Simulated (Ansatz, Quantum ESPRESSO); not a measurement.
# Li3OF (Pm-3m): phonons by linear response, part 2 of 2

Aim: the phonon dispersion of Li3OF (Pm-3m), checked by a second program.

Quantum ESPRESSO 7.5; DFT PBE, scalar-relativistic, plane waves, GBRV ultrasoft pseudopotentials.

So far. Step 9 (Modes with the sum rule): The rule also moves an optical mode by 0.9 cm⁻¹. Step 12 (The LO-TO splitting (1 0 0)): The field moves 3 modes; the highest of them now lies at 815 cm⁻¹, where the highest that moved away lay at 729. The relaxed cell has a = 3.682 Å (conventional setting).

The structure was built from a prototype and need not be the compound's stable phase.

## (14) A changed mass

Force constants don't depend on the masses, so an isotope effect costs no new response.

matdyn.in

```
&input
   asr = 'crystal'
   flfrc = 'x.fc'
   flfrq = 'x.freq'
   flvec = 'x.modes'
   q_in_band_form = .true.
   q_in_cryst_coord = .true.
   amass(1) = 18.998
   amass(2) = 15.999
   amass(3) = 13.88
/
8
  0.0000000   0.0000000   0.0000000   8  ! GAMMA
  0.0000000   0.5000000   0.0000000   8  ! X
  0.5000000   0.5000000   0.0000000   8  ! M
  0.0000000   0.0000000   0.0000000   8  ! GAMMA
  0.5000000   0.5000000   0.5000000   8  ! R
  0.0000000   0.5000000   0.0000000   1  ! X
  0.5000000   0.5000000   0.5000000   8  ! R
  0.5000000   0.5000000   0.0000000   1  ! M
```

Started as:

```bash
matdyn.x -in matdyn.in > matdyn.out
```

It took 0.56 s on 1 thread of Arm Neoverse V2, shared host.

Read from the output:

| Item | Value |
| --- | --- |
| lowest frequency on the path | -176.1 cm⁻¹ |

Matdyn.x, sum rule crystal. Phonon branches along the path, in cm⁻¹:

```
    point  branch 1  branch 2  branch 3  branch 4  branch 12  branch 13  branch 14  branch 15
        Γ      -154      -154         0         0        371        575        575        668
  halfway      -144      -144       -38       -38        415        575        575        634
        X      -133      -133       -62       -62        510        556        575        575
  halfway      -165      -107      -107      -106        478        527        574        582
        M      -175      -158      -158       -10        498        498        544        574
  halfway      -163      -129      -104       -21        411        540        575        628
        Γ      -154      -154         0         0        371        575        575        668
  halfway      -153      -153      -129       -80        411        539        539        627
        R      -176      -176      -176      -144        476        476        476        571
  halfway      -156      -152      -120      -119        472        509        538        600
        X      -133      -133       -62       -62        510        556        575        575
jump to R      -176      -176      -176      -144        476        476        476        571
  halfway      -175      -156      -156      -124        488        488        506        585
        M      -175      -158      -158       -10        498        498        544        574
```

The top of the path falls from 816 to 668 cm⁻¹, a ratio of 0.82; a mode of that atom alone would give 0.71.

## (15) A second program

The same cell goes through another code, with its own cutoff. It uses its own PAW datasets, so the potentials differ. Its k mesh is centred on Γ.

This step: DFT PBE, scalar-relativistic, plane waves, PAW (Ansatz 0.2.0).

input.yaml

```yaml
crystal:
  lattice:
    - [3.682023786, 0.0, 0.0]
    - [0.0, 3.682023786, 0.0]
    - [0.0, 0.0, 3.682023786]
  atoms:
    - { symbol: F, position: [0.0, 0.0, 0.0] }
    - { symbol: O, position: [0.5, 0.5, 0.5] }
    - { symbol: Li, position: [0.5, 0.5, 0.0] }
    - { symbol: Li, position: [0.5, 0.0, 0.5] }
    - { symbol: Li, position: [0.0, 0.5, 0.5] }
kpoints:
  mp_grid: { grid: [6, 6, 6] }
hamiltonian:
  xc: pbe
scf:
  occupations: { method: fixed }
output:
  eigenvalues: true
phonons:
  method: dfpt
  dielectric: true
  rigid_motions: translations
  qmesh: [2, 2, 2]
  temperatures: { t_max: 1000, t_step: 50 }
  qpath:
    path:
      - [[0.0, 0.0, 0.0], [0.0, 0.5, 0.0], [0.5, 0.5, 0.0], [0.0, 0.0, 0.0], [0.5, 0.5, 0.5], [0.0, 0.5, 0.0]]
      - [[0.5, 0.5, 0.5], [0.5, 0.5, 0.0]]
    npoints: 12
```

Started as:

```bash
ansatz run input.yaml --threads 4 --pin off --max-ram 8192MiB --backend cpu --events-out ev --progress --plain --runs-dir out
```

It took 39 s on 4 threads; peak memory 0.63 GiB; 2.3 min of CPU time.

Read from the output:

| Item | Value |
| --- | --- |
| gap on the k-mesh | 4.800 eV |
| sum-rule residual before enforcement | 5.72e-4 eV/Å² |
| miss of the charge sum rule | 2.82e-6 e |
| lowest frequency on the path | -248.3 cm⁻¹ |
| share of modes beyond 3i cm⁻¹ on the dense interpolated mesh | 0.3068 |
| highest optical zone-centre mode (no LO-TO term) | 724.7 cm⁻¹ |
| mean high-frequency dielectric constant | 2.445 |
| largest Born charge in size (third of the trace) | 1.711 e |
| highest mode moved by the LO-TO term | 811.1 cm⁻¹ |
| lowest mode on the q mesh (acoustic ones at the zone centre apart) | -248.3 cm⁻¹ |

Transverse modes; imaginary modes left out. Infrared lines, with heights relative to the strongest:

```
position (cm⁻¹)  label  IR intensity ((D/Å)²/amu), degenerate modes summed, relative
             40    T2u                                                           0.0
            404    T1u                                                            67
            725    T1u                                                           100
```

## (16) Side by side: QE GBRV and Ansatz, PAW

Numbers from this step:

```
root-mean-square difference             : 2.68 cm⁻¹
largest difference                      : 5.27 cm⁻¹
root-mean-square difference on the path : 2.6 cm⁻¹
largest difference on the path          : 27.8 cm⁻¹
```

The 12 of 60 modes that differ most. Frequencies side by side:

```
q (reciprocal lattice)  mode  QE GBRV (cm⁻¹)  Ansatz, PAW (cm⁻¹)
                 0 0 0     4            19.2                   0
                 0 0 0     5            19.2                   0
                 0 0 0     6            19.2                   0
                 0 0 0     7           34.71               39.84
                 0 0 0     8           34.71               39.84
                 0 0 0     9           34.71               39.84
                 0 0 0    13           729.8               724.7
                 0 0 0    14           729.8               724.7
                 0 0 0    15           729.8               724.7
              0 0 -0.5    14           726.9               721.7
              0 0 -0.5    15           726.9               721.7
           0 -0.5 -0.5    14           724.3                 719
```

The two runs side by side. Further quantities:

```
                                                                               quantity  QE GBRV  Ansatz, PAW
                                                                                mean ε∞     2.44        2.445
largest Born charge in size (e; the first before, the second after the charge sum rule)    1.715        1.711
```

At the solved wavevectors the largest difference (acoustic modes at Γ apart) is 0.7 % of the highest mode (on the interpolated path 3 %).

## (17) Outcome

```yaml
space_group_after_relaxation: Pm-3m
volume_per_atom: 9.98 Å³
gap_on_the_k_mesh: 4.80 eV
highest_optical_zone_centre_mode_no_lo_to_term: 729.0 cm⁻¹
lowest_optical_zone_centre_mode: -178.2 cm⁻¹
highest_mode_moved_by_the_lo_to_term: 815.4 cm⁻¹
mean_high_frequency_dielectric_constant: 2.44
largest_born_charge_in_size_third_of_the_trace: 1.72 e
q_mesh: 2×2×2
lowest_mode_on_the_q_mesh_acoustic_ones_at_the_zone_centre_apart: -249 cm⁻¹
imaginary_modes_on_the_q_mesh: yes
largest_difference_from_ansatz_paw: 5.27 cm⁻¹
```

What this shows: Li3OF (Pm-3m) is unstable: a mode solved on the 2×2×2 mesh is imaginary, 249i cm⁻¹; its spectrum reaches 816 cm⁻¹. At the PBE level the optical modes of Li3OF (Pm-3m) at the zone centre (no LO-TO term) run from 178i to 729 cm⁻¹, so the structure is a saddle point, with 3 modes beyond 10i cm⁻¹ there. Along the directions run, the highest mode that the macroscopic field moves lies at 815 cm⁻¹. The most unstable solved mode lies at q = (-0.5, -0.5, -0.5), on the zone boundary, so the distortion that it points to doubles the cell. Of the 12 optical modes, 9 are infrared active alone and 3 are silent. QE GBRV and Ansatz, PAW differ by 2.7 cm⁻¹ in the root mean square and by 5.3 cm⁻¹ at most, 0.7 % of the highest mode compared (acoustic modes at Γ left out; ph.x's values are those before the sum rule); the two use different potentials, and the cell was not relaxed for the second set. Their interpolated bands part by up to 28 cm⁻¹. These are harmonic frequencies at zero temperature: anharmonic shifts and linewidths and thermal expansion are left out. The q mesh stands for a supercell only 7.4 Å across, so branches between the solved wavevectors are rough. The structure is a hypothetical one, built on a prototype.

[Host names and launcher messages were left out of these logs when they were recorded.]

[Logs are printed without paths, hosts, clocks, repeated set-up lines and the standing remarks that a program may print on its own settings, such as how far it seeks lower states.]

[Hosts, paths, dates, database ids (printed as entryN), source tags and the programs' standing remarks are cut or masked in the printed files.]
